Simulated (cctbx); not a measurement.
# Ag3SF with cctbx, script by script

Library: cctbx 2025.11. The data are simulated by the first script.

## 1. Simulate the data

run.py:

```python
from cctbx import adptbx, crystal, miller, sgtbx, xray
from cctbx.array_family import flex
from iotbx.shelx import hklf
from scitbx import matrix
import scitbx.random

cs = crystal.symmetry(unit_cell=(8.564, 8.829, 8.989, 90, 90, 90), space_group_symbol='Hall: F 2 -2')  # Fmm2
atoms = [  # label, site, U (iso, or U11 U22 U33 U12 U13 U23 in A^2), occupancy
    ("Ag1", (0, 0, 0.548), (0.0055, 0.0053, 0.0056, 0.0000, 0.0000, 0.0000), 1),
    ("Ag2", (0.5, 0.7942, 0.7571), (0.0036, 0.0058, 0.0034, 0.0000, 0.0000, -0.0011), 1),
    ("Ag3", (0.25, 0.75, 0.9467), (0.0029, 0.0038, 0.0098, -0.0006, 0.0000, 0.0000), 1),
    ("Ag4", (0, 0, 0.9491), (0.0037, 0.0032, 0.0045, 0.0000, 0.0000, 0.0000), 1),
    ("S1", (0, 0.2477, 0.5072), (0.0066, 0.0089, 0.0086, 0.0000, 0.0000, -0.0008), 1),
    ("F1", (0.2494, 0, 0.7413), (0.0099, 0.0090, 0.0094, 0.0000, 0.0011, 0.0000), 1),
]
xs = xray.structure(crystal_symmetry=cs)
for label, site, u, occ in atoms:
    u = adptbx.u_cif_as_u_star(cs.unit_cell(), u) if isinstance(u, tuple) else u
    xs.add_scatterer(xray.scatterer(label, site=site, u=u, occupancy=occ))
xs.set_inelastic_form_factors(1.54184, "sasaki")
xs.show_summary()
p1 = xs.expand_to_p1()
ms = miller.build_set(p1, anomalous_flag=True, d_min=0.8)
flex.set_random_seed(890560)
scitbx.random.set_random_seed(890560)
ms = ms.select(flex.random_double(ms.size()) < 0.8)
i = ms.structure_factors_from_scatterers(p1, algorithm="direct").f_calc().as_intensity_array().data()
i = i * 40000 / flex.max(i)
sig = flex.sqrt(i + flex.pow2(0.04 * i) + 2 ** 2)
noise = scitbx.random.variate(scitbx.random.normal_distribution())(i.size())
data = ms.array(data=i + sig * noise, sigmas=sig).set_observation_type_xray_intensity()
with open("data.hkl", "w") as f:
    data.export_as_shelx_hklf(f)
print("reflections written:", data.size(), " <I/sigma> = %.1f" % flex.mean(data.data() / data.sigmas()))
for h, a, b in list(data.sort("data"))[:12]:
    print("%4d%4d%4d %9.1f %7.1f" % (h + (a, b)))
```

```console
$ python run.py
```

```text
Number of scatterers: 6
At special positions: 6
Unit cell: (8.564, 8.829, 8.989, 90, 90, 90)
Space group: F m m 2 (No. 42)
reflections written: 4429  <I/sigma> = 4.5
   4   0   0   40287.4  1612.5
  -4   0   0   40137.6  1612.5
   0   4   0   27587.0  1161.4
  -2   2  -2   21978.3   883.5
  -2   2   2   21278.1   878.1
   4   4   0   20708.1   806.2
   2  -2   2   20576.6   878.1
  -4   4   0   20098.6   806.2
  -4  -4   0   20041.6   806.2
   8   0   0   18107.7   704.7
   0   0  -4   16624.1   632.3
  -2   2  -8   12217.0   486.3
```

It took 0.23 s on 1 thread of Arm Neoverse V2, with other jobs on the host, peak memory 0.07 GiB.

## 2. Symmetry

run.py:

```python
from cctbx import crystal, sgtbx, statistics
from cctbx.array_family import flex
from iotbx.shelx import hklf

p1 = crystal.symmetry(unit_cell=(8.564, 8.829, 8.989, 90, 90, 90), space_group_symbol="P 1")
raw = hklf.reader(file_name="data.hkl").as_miller_arrays(crystal_symmetry=p1, anomalous=True)[0]
print(raw.size(), "reflections to d = %.3f A" % raw.d_min())
isig = raw.data() / raw.sigmas()
print("centring   violations  <I/sigma> of those")
best = "P"
for c in "ABCIRF":
    a = raw.customized_copy(space_group_info=sgtbx.space_group_info("Hall: %s 1" % c)).sys_absent_flags().data()
    m = flex.mean(isig.select(a))
    print("%5s %10d of %5d %8.1f" % (c, (isig.select(a) > 4).count(True), a.count(True), m))
    if (isig.select(a) > 4).count(True) < 0.01 * a.count(True):
        best = c
raw = raw.select(~raw.customized_copy(space_group_info=sgtbx.space_group_info("Hall: %s 1" % best)).sys_absent_flags().data())
isig = raw.data() / raw.sigmas()
rows = []
for s in sgtbx.space_group_symbol_iterator():
    g = sgtbx.space_group(s)
    if g.conventional_centring_type_symbol() != best or not g.is_compatible_unit_cell(p1.unit_cell(), 1e-3, 0.02):
        continue
    rows.append((s, g))
print("Laue class    unique    Rint  (classes that these axes allow; Friedel mates merged)")
rint = {}
for s, g in rows:
    laue = g.build_derived_patterson_group()
    key = laue.type().hall_symbol()
    if key not in rint:
        m = raw.customized_copy(space_group_info=laue.info(), anomalous_flag=False).merge_equivalents()
        rint[key] = m.r_int()
        print("%-14s %6d %7.3f" % (laue.type().lookup_symbol(), m.array().size(), m.r_int()))
floor = min(rint.values())
good = [(s, g) for s, g in rows if rint[g.build_derived_patterson_group().type().hall_symbol()] < 2 * floor + 0.03]
top = max(g.build_derived_patterson_group().order_z() for s, g in good)
print("space group    extra absences  I>4sigma  <I/sigma>")
for s, g in good:
    laue = g.build_derived_patterson_group()
    if laue.order_z() != top:
        continue
    a = raw.customized_copy(space_group_info=g.info()).sys_absent_flags().data()
    a &= ~raw.customized_copy(space_group_info=laue.info()).sys_absent_flags().data()
    bad = (isig.select(a) > 4).count(True)
    if bad <= 0.03 * a.count(True):
        print("%-16s %8d %10d %9s  %s" % (s.universal_hermann_mauguin(), a.count(True), bad, "%.1f" % flex.mean(isig.select(a)) if a.count(True) else "-", "centric" if g.is_centric() else "acentric"))
laue = max(good, key=lambda t: t[1].build_derived_patterson_group().order_z())[1].build_derived_patterson_group()
f = raw.customized_copy(space_group_info=laue.info(), anomalous_flag=False).merge_equivalents().array().eliminate_sys_absent().f_sq_as_f()
f.set_observation_type_xray_amplitude()
bins = max(3, min(8, f.size() // 12))
f.setup_binner(n_bins=bins)
w = statistics.wilson_plot(f, {e: n / laue.order_z() for e, n in {'Ag': 24.0, 'S': 8.0, 'F': 8.0}.items()}, e_statistics=True)
print("Wilson B = %.2f A^2   <|E^2-1|> = %.3f (0.968 centric, 0.736 acentric)   E^2>4: %.1f %%" % (w.wilson_b, w.mean_e_sq_minus_1, w.percent_e_sq_gt_2))
print("shell (A)         n   <I/sigma>")
m = raw.customized_copy(space_group_info=laue.info(), anomalous_flag=False).merge_equivalents().array().eliminate_sys_absent()
for b in m.setup_binner(n_bins=bins).range_used():
    sel = m.binner().selection(b)
    print("%5.2f - %4.2f %6d %8.1f" % (min(m.binner().bin_d_range(b)[0] if m.binner().bin_d_range(b)[0] > 0 else 99, 99), m.binner().bin_d_range(b)[1], sel.count(True), flex.mean((m.data() / m.sigmas()).select(sel))))
```

```console
$ python run.py
```

```text
4429 reflections to d = 0.800 A
centring   violations  <I/sigma> of those
    A          0 of  2237     -0.0
    B          1 of  2201     -0.0
    C          1 of  2196     -0.0
    I        502 of  2187      3.9
    R        701 of  2972      4.5
    F          1 of  3317     -0.0
Laue class    unique    Rint  (classes that these axes allow; Friedel mates merged)
F m m m           213   0.036
space group    extra absences  I>4sigma  <I/sigma>
F 2 2 2                 0          0         -  acentric
F m m 2                 0          0         -  acentric
F 2 m m                 0          0         -  acentric
F m 2 m                 0          0         -  acentric
F m m m                 0          0         -  centric
Wilson B = 0.30 A^2   <|E^2-1|> = 0.715 (0.968 centric, 0.736 acentric)   E^2>4: 0.9 %
shell (A)         n   <I/sigma>
 5.07 - 1.59     29     31.2
 1.59 - 1.27     28     39.5
 1.27 - 1.11     28     32.6
 1.11 - 1.01     26     36.7
 1.01 - 0.94     29     35.1
 0.94 - 0.88     20     38.6
 0.88 - 0.84     29     30.6
 0.84 - 0.80     24     37.7
```

Time: 0.23 s.

## 3. Patterson map

run.py:

```python
from cctbx import crystal, maptbx
from iotbx.shelx import hklf

cs = crystal.symmetry(unit_cell=(8.564, 8.829, 8.989, 90, 90, 90), space_group_symbol='Hall: F 2 -2')  # Fmm2
raw = hklf.reader(file_name="data.hkl").as_miller_arrays(crystal_symmetry=cs, anomalous=True)[0]
merged = raw.eliminate_sys_absent().merge_equivalents()
fo2 = merged.array().set_observation_type_xray_intensity()
f = fo2.average_bijvoet_mates().f_sq_as_f()
pm = f.patterson_map(symmetry_flags=maptbx.use_space_group_symmetry, sharpening=False, resolution_factor=0.25)
peaks = pm.peak_search(parameters=maptbx.peak_search_parameters(min_distance_sym_equiv=0.4, max_clusters=14)).all()
top = peaks.heights()[0]
print("Patterson group", f.patterson_symmetry().space_group_info())
print("      u       v       w   height  length (A)")
for x, h in zip(peaks.sites(), peaks.heights()):
    y = [t - round(t) for t in x]
    print("%7.3f %7.3f %7.3f %8.1f %8.2f" % (x + (1000 * h / top, cs.unit_cell().length(y))))
```

```console
$ python run.py
```

```text
Patterson group F m m m
      u       v       w   height  length (A)
  0.000   0.000   0.000   1000.0     0.00
  0.250   0.250   0.000    345.1     3.08
  0.000   0.000   0.500    336.6     4.49
  0.000   0.209   0.299    327.3     3.26
  0.250   0.000   0.191    193.5     2.74
  0.000   0.000   0.398    151.0     3.58
  0.250   0.250   0.102    143.1     3.21
  0.252   0.000   0.063     81.8     2.23
  0.000   0.032   0.248     62.8     2.25
  0.000   0.246   0.055     59.0     2.22
  0.127   0.050   0.000     17.6     1.17
  0.226   0.250   0.250     11.9     3.70
  0.000   0.057   0.121     11.5     1.20
  0.067   0.110   0.046     11.2     1.20
```

Time: 0.23 s.

## 4. Charge flipping

run.py:

```python
import itertools
from cctbx import crystal, maptbx
from cctbx.array_family import flex
from iotbx.shelx import hklf
from smtbx.ab_initio import charge_flipping as cf

cs = crystal.symmetry(unit_cell=(8.564, 8.829, 8.989, 90, 90, 90), space_group_symbol='Hall: F 2 -2')  # Fmm2
raw = hklf.reader(file_name="data.hkl").as_miller_arrays(crystal_symmetry=cs, anomalous=True)[0]
merged = raw.eliminate_sys_absent().merge_equivalents()
fo2 = merged.array().set_observation_type_xray_intensity()
f = fo2.average_bijvoet_mates().f_sq_as_f().resolution_filter(d_min=0.8)
p1 = f.expand_to_p1()
p1.setup_binner_counting_sorted(reflections_per_bin=max(40, p1.size() // 12))
work = p1.array(data=p1.data() / p1.amplitude_quasi_normalisations().data())
flex.set_random_seed(99924)
it = cf.weak_reflection_improved_iterator(delta=None, weak_reflection_fraction=0.2)
it.start(work, phases=flex.random_double(p1.size()) * 6.2832, f_000=0)
it.delta = 1.1 * it.rho_map.sigma()
print("cycle      R  skewness")
for n, st in enumerate(itertools.islice(it, 100)):
    if n % 8 == 0:
        print("%5d %6.3f %8.2f" % (n, st.r1_factor(), st.rho_map.skewness()))
rho = p1.phase_transfer(it.f_calc).fft_map().apply_volume_scaling()
polish = cf.low_density_elimination_iterator(constant_rho_c=rho.sigma())
polish.start(f_obs=p1, phases=it.f_calc, f_000=0)
for _ in range(8):
    next(polish)
print("origin shift          correlation  skewness")
maps = []
for fc, shift, cc in itertools.islice(cf.f_calc_symmetrisations(f, polish.f_calc, 0), 4):
    m = f.phase_transfer(fc).fft_map(symmetry_flags=maptbx.use_space_group_symmetry, resolution_factor=0.25).apply_sigma_scaling()
    maps.append((m.skewness(), cc, m))
    print("%6.3f %6.3f %6.3f %10.3f %9.2f" % (tuple(shift) + (cc, m.skewness())))
skew, cc, m = max((t for t in maps if t[1] > maps[0][1] - 0.04), key=lambda t: t[0])
print("taken: symmetry correlation %.3f, skewness %.2f" % (cc, skew))
peaks = m.peak_search(parameters=maptbx.peak_search_parameters(min_distance_sym_equiv=0.9, max_clusters=11)).all()
sps = cs.special_position_settings(min_distance_sym_equiv=0.5)
print("peak      x       y       z  mult  height/sigma")
for k, (x, h) in enumerate(zip(peaks.sites(), peaks.heights())):
    ss = sps.site_symmetry(x)
    print("Q%-3d %7.4f %7.4f %7.4f %4d %8.1f" % ((k + 1,) + tuple(t % 1 for t in ss.exact_site()) + (ss.multiplicity(), h)))
```

```console
$ python run.py
```

```text
cycle      R  skewness
    0  0.552     0.13
    8  0.487     1.76
   16  0.454     2.39
   24  0.488     2.67
   32  0.457     2.77
   40  0.450     2.73
   48  0.447     2.80
   56  0.449     2.67
   64  0.461     3.00
   72  0.445     2.82
   80  0.441     2.64
   88  0.434     2.77
   96  0.443     2.94
origin shift          correlation  skewness
 0.230  0.335  0.000      0.884      1.48
 0.480  0.333 -0.000      0.879      1.81
 0.231  0.078  0.000      0.872      1.35
 0.483  0.083 -0.000      0.869      1.18
taken: symmetry correlation 0.879, skewness 1.81
peak      x       y       z  mult  height/sigma
Q1    0.0728  0.0000  0.4580    8     10.5
Q2    0.1820  0.2355  0.4546   16      5.4
Q3    0.1687  0.0000  0.1719    8      5.1
Q4    0.1690  0.0000  0.3048    8      5.1
Q5    0.0844  0.2148  0.7621   16      4.9
Q6    0.1448  0.0000  0.8889    8      4.8
Q7    0.0638  0.2027  0.1411   16      2.9
Q8    0.1911  0.0656  0.6456   16      2.6
Q9    0.1873  0.0000  0.7611    8      2.4
Q10   0.1752  0.2189  0.6100   16      2.4
Q11   0.0541  0.1051  0.8516   16      2.3
```

Time: 0.31 s.

## 5. Refinement (model from the peaks)

run.py:

```python
import math
from cctbx import adptbx, crystal, maptbx, sgtbx, xray
from cctbx.array_family import flex
from cctbx.xray import observations
from iotbx.shelx import hklf
from scitbx.lstbx import normal_eqns_solving
from smtbx import absolute_structure, utils
from smtbx.refinement import constraints, least_squares

cs = crystal.symmetry(unit_cell=(8.564, 8.829, 8.989, 90, 90, 90), space_group_symbol='Hall: F 2 -2')  # Fmm2
atoms = [  # label, site, U (iso, or U11 U22 U33 U12 U13 U23 in A^2), occupancy
    ("Ag1", (0.0728, 0, 0.458), 0.0200, 1),
    ("Ag2", (0.182, 0.2355, 0.4546), 0.0200, 1),
    ("S1", (0.1687, 0, 0.1719), 0.0200, 1),
    ("F1", (0.169, 0, 0.3048), 0.0200, 1),
]
xs = xray.structure(crystal_symmetry=cs)
for label, site, u, occ in atoms:
    u = adptbx.u_cif_as_u_star(cs.unit_cell(), u) if isinstance(u, tuple) else u
    xs.add_scatterer(xray.scatterer(label, site=site, u=u, occupancy=occ))
xs.set_inelastic_form_factors(1.54184, "sasaki")
raw = hklf.reader(file_name="data.hkl").as_miller_arrays(crystal_symmetry=cs, anomalous=True)[0]
merged = raw.eliminate_sys_absent().merge_equivalents()
fo2 = merged.array().set_observation_type_xray_intensity()
print("Rint %.3f, %d unique reflections to %.2f A" % (merged.r_int(), fo2.size(), fo2.d_min()))
for sc in xs.scatterers():
    sc.flags.set_grad_site(True)
    sc.flags.set_grad_u_aniso(sc.flags.use_u_aniso())
    sc.flags.set_grad_u_iso(sc.flags.use_u_iso())
obs = fo2.as_xray_observations()
extra = {}
rep = constraints.reparametrisation(xs, [], utils.connectivity_table(xs), **extra)
ls = least_squares.crystallographic_ls(obs, rep, weighting_scheme=least_squares.mainstream_shelx_weighting(a=0, b=0))
print("cycle     R1     wR2    GooF  max shift (A)")
for cycle in range(6):
    ls.build_up()
    r1, wr2, goof = ls.r1_factor(cutoff_factor=2)[0], ls.wR2(), ls.goof()
    old = xs.sites_cart()
    normal_eqns_solving.levenberg_marquardt_iterations(ls, n_max_iterations=3, tau=0.0001, step_threshold=1e-7)
    big = flex.max((xs.sites_cart() - old).norms())
    print("%4d %7.4f %7.4f %7.3f %9.5f" % (cycle + 1, r1, wr2, goof, big))
    ls.build_up(objective_only=True)
    if abs(ls.wR2() - wr2) < 5e-5 and big < 5e-4:
        break
ls.build_up()
print("final R1 %.4f wR2 %.4f GooF %.3f  parameters %d  data/parameter %.1f" % (ls.r1_factor(cutoff_factor=2)[0], ls.wR2(), ls.goof(), ls.n_parameters, fo2.size() / ls.n_parameters))
cov = ls.covariance_matrix_and_annotations()
su = dict(zip(cov.annotations, (math.sqrt(max(v, 0)) for v in cov.matrix.matrix_packed_u_diagonal())))
a2 = cs.unit_cell().reciprocal_parameters()[0] ** -2
print("atom        x        y        z      Ueq    occ   su(xyz)  su(Uiso or U11)")
for sc in xs.scatterers():
    s = max(su.get(sc.label + k, 0) for k in (".x", ".y", ".z"))
    npd = "" if sc.is_positive_definite_u(cs.unit_cell()) else "  NPD"
    print("%-5s %8.5f %8.5f %8.5f %8.4f %6.3f %8.5f %7.4f%s" % ((sc.label,) + sc.site + (sc.u_iso_or_equiv(cs.unit_cell()), sc.occupancy, s, su.get(sc.label + ".uiso", su.get(sc.label + ".u11", 0) * a2), npd)))
fo = fo2.f_sq_as_f()
fc = fo.structure_factors_from_scatterers(xs, algorithm="direct").f_calc()
diff = fo.f_obs_minus_f_calc(1 / math.sqrt(ls.scale_factor()), fc).average_bijvoet_mates()
m = diff.fft_map(symmetry_flags=maptbx.use_space_group_symmetry, resolution_factor=0.25).apply_volume_scaling()
print("difference map: max %.2f min %.2f rms %.2f" % (m.statistics().max(), m.statistics().min(), m.statistics().sigma()))
peaks = m.peak_search(parameters=maptbx.peak_search_parameters(min_distance_sym_equiv=0.6, max_clusters=7)).all()
near = xs.closest_distances(peaks.sites(), distance_cutoff=4)
sps = cs.special_position_settings(min_distance_sym_equiv=0.5)
for k, (x, h) in enumerate(zip(peaks.sites(), peaks.heights())):
    ss = sps.site_symmetry(x)
    print("Q%-3d %7.4f %7.4f %7.4f %4d %7.2f  %.2f A from %s" % ((k + 1,) + tuple(t % 1 for t in ss.exact_site()) + (ss.multiplicity(), h, near.smallest_distances[k], xs.scatterers()[near.i_seqs[k]].label)))
```

```console
$ python run.py
```

```text
Rint 0.028, 394 unique reflections to 0.80 A
cycle     R1     wR2    GooF  max shift (A)
   1  0.8863  0.9889  30.122   0.02651
   2  0.8603  0.9835  29.956   0.02805
   3  0.8267  0.9743  29.676   0.00626
   4  0.8258  0.9740  29.669   0.00596
   5  0.8249  0.9738  29.661   0.00584
   6  0.8240  0.9735  29.654   0.00586
final R1 0.8230 wR2 0.9733 GooF 29.646  parameters 13  data/parameter 30.3
atom        x        y        z      Ueq    occ   su(xyz)  su(Uiso or U11)
Ag1    0.07637  0.00000  0.46193   0.0142  1.000  0.01709  0.0220
Ag2    0.18079  0.24322  0.45103   0.0001  1.000  0.01964  0.0107
S1     0.16921  0.00000  0.16910   0.0192  1.000  0.07067  0.1474
F1     0.17051  0.00000  0.30387   0.0199  1.000  0.17907  0.3216
difference map: max 644.39 min -330.72 rms 63.84
Q1    0.1768  0.2384  0.4498   16  707.80  0.06 A from Ag2
Q2    0.0791  0.0000  0.4662    8  584.17  0.05 A from Ag1
Q3    0.1709  0.0000  0.1537    8  355.07  0.14 A from S1
Q4    0.0718  0.2052  0.7672   16  269.26  1.95 A from Ag2
Q5    0.0746  0.2062  0.1499   16  216.95  2.00 A from S1
Q6    0.0682  0.0000  0.0621    8  177.74  1.29 A from S1
Q7    0.0000  0.1817  0.9663    8  157.39  1.69 A from Ag2
```

Time: 0.55 s.

Figures of merit this high mean that the model is still wrong or incomplete.

## 6. Charge flipping

run.py, as its changes from the last script of this kind:

```diff
@@ -13,3 +13,2 @@
-p1.setup_binner_counting_sorted(reflections_per_bin=max(40, p1.size() // 12))
-work = p1.array(data=p1.data() / p1.amplitude_quasi_normalisations().data())
-flex.set_random_seed(99924)
+work = p1
+flex.set_random_seed(99925)
@@ -20,2 +19,2 @@
-for n, st in enumerate(itertools.islice(it, 100)):
-    if n % 8 == 0:
+for n, st in enumerate(itertools.islice(it, 200)):
+    if n % 16 == 0:
```

```console
$ python run.py
```

```text
cycle      R  skewness
    0  0.548     0.23
   16  0.321     4.41
   32  0.272     4.01
   48  0.268     3.89
   64  0.298     3.89
   80  0.297     3.93
   96  0.300     4.00
  112  0.291     3.92
  128  0.285     3.79
  144  0.297     3.84
  160  0.299     3.78
  176  0.296     3.71
  192  0.313     3.97
origin shift          correlation  skewness
 0.029  0.286 -0.000      0.870      3.05
 0.031  0.034 -0.000      0.855      2.98
 0.243  0.286 -0.000      0.849      1.95
 0.036  0.414 -0.000      0.832      1.79
taken: symmetry correlation 0.870, skewness 3.05
peak      x       y       z  mult  height/sigma
Q1    0.0000  0.2515  0.1891    8     12.7
Q2    0.0000  0.0000  0.9603    4      8.3
Q3    0.0000  0.0000  0.5235    4      7.5
Q4    0.2299  0.0000  0.5689    8      6.1
Q5    0.0000  0.1089  0.0243    8      5.5
Q6    0.0000  0.2215  0.8535    8      4.6
Q7    0.2434  0.0000  0.1827    8      4.0
Q8    0.2500  0.2500  0.3860    8      3.6
Q9    0.0000  0.0000  0.3776    4      3.6
Q10   0.2500  0.2500  0.0091    8      3.5
Q11   0.2109  0.1326  0.5389   16      2.9
```

Run time: 0.34 s on 1 thread of Arm Neoverse V2, on a shared host, peak memory 0.08 GiB.

[Logs are printed without paths, hosts, clocks, repeated set-up lines and the standing remarks that a program may print on its own settings, such as how far it seeks lower states.]
